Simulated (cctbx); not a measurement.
## Diagnosing a refinement

Cell a = 4.4040 Å, b = 6.5140 Å, c = 6.4470 Å, α = 90.00°, β = 90.00°, γ = 90.00°; space group Cmmm (no. 65). The compound is CsNi.

Simulated single-crystal data (cctbx): Mo Kα, λ = 0.71073 Å, to d = 0.6 Å, 95 % of the full sphere, strongest reflection 5000 counts, noise from counting, a 6 % proportional error and a noise floor of 2 counts (s.d.); no absorption.

An anisotropic refinement with weights 1/σ² prints:

```text
Rint 0.054, 285 unique reflections to 0.60 A
cycle     R1     wR2    GooF  max shift (A)
   1  0.4694  0.7373  18.329   0.00000
   2  0.4426  0.6879  17.100   0.00000
final R1 0.4426 wR2 0.6879 GooF 17.100  parameters 3  data/parameter 95.0
atom        x        y        z      Ueq    occ   su(xyz)  su(Uiso or U11)
Cs1    0.00000  0.00000  0.00000   0.0089  1.000  0.00000  0.0025
difference map: max 249.10 min -4.56 rms 9.37
Q1    0.0000  0.5000  0.5000    2  257.27  3.90 A from Cs1
Q2    0.0000  0.0000  0.0000    2  206.09  0.00 A from Cs1
Q3    0.0000  0.3713  0.5000    4    6.04  3.99 A from Cs1
Q4    0.1438  0.4420  0.4279   16    4.77  3.20 A from Cs1
Q5    0.2031  0.5000  0.5000    4    4.13  3.48 A from Cs1
Q6    0.0000  0.1250  0.0000    4    3.73  0.81 A from Cs1
```

**Question.** Can this result stand? If not, what is the likely fault?

Mend it. The fault: an atom left out, Ni at (1/2, 0, 1/2). Against the right model at the same level, R1 goes from 0.0164 to 0.4426 and GooF from 0.98 to 17.10, U of Cs1 shrinks from 0.0168 to 0.0089 Å² and the top difference peak, 257.3 e/Å³, lies 3.90 Å from Cs1. Q1 is the missing atom. With scattering power missing, scale and phases suffer, so peaks may also grow on the heavy atoms.

The compound is CsNi. The right model at the same level gives:

```text
Rint 0.054, 285 unique reflections to 0.60 A
cycle     R1     wR2    GooF  max shift (A)
   1  0.0733  0.1971   4.926   0.00000
   2  0.0164  0.0394   0.984   0.00000
final R1 0.0164 wR2 0.0394 GooF 0.984  parameters 6  data/parameter 47.5
atom        x        y        z      Ueq    occ   su(xyz)  su(Uiso or U11)
Cs1    0.00000  0.00000  0.00000   0.0168  1.000  0.00000  0.0001
Ni1    0.50000  0.00000  0.50000   0.0190  1.000  0.00000  0.0002
difference map: max 0.60 min -0.54 rms 0.16
Q1    0.2500  0.2500  0.0000    4    0.61  1.97 A from Cs1
Q2    0.0000  0.4341  0.1975    8    0.55  2.00 A from Ni1
Q3    0.0000  0.4079  0.5000    4    0.54  0.60 A from Ni1
Q4    0.0000  0.1137  0.5000    4    0.52  2.32 A from Ni1
Q5    0.0000  0.2452  0.2842    8    0.51  2.17 A from Ni1
Q6    0.1943  0.0000  0.4215    8    0.50  1.44 A from Ni1
```

The model was made for the exercise: a known structure type with other elements put in, its volume estimated, not relaxed; displacement parameters are assumed.

[Middle refinement cycles are left out of these outputs.]

[Logs are printed without paths, hosts, clocks, repeated set-up lines and the standing remarks that a program may print on its own settings, such as how far it seeks lower states.]
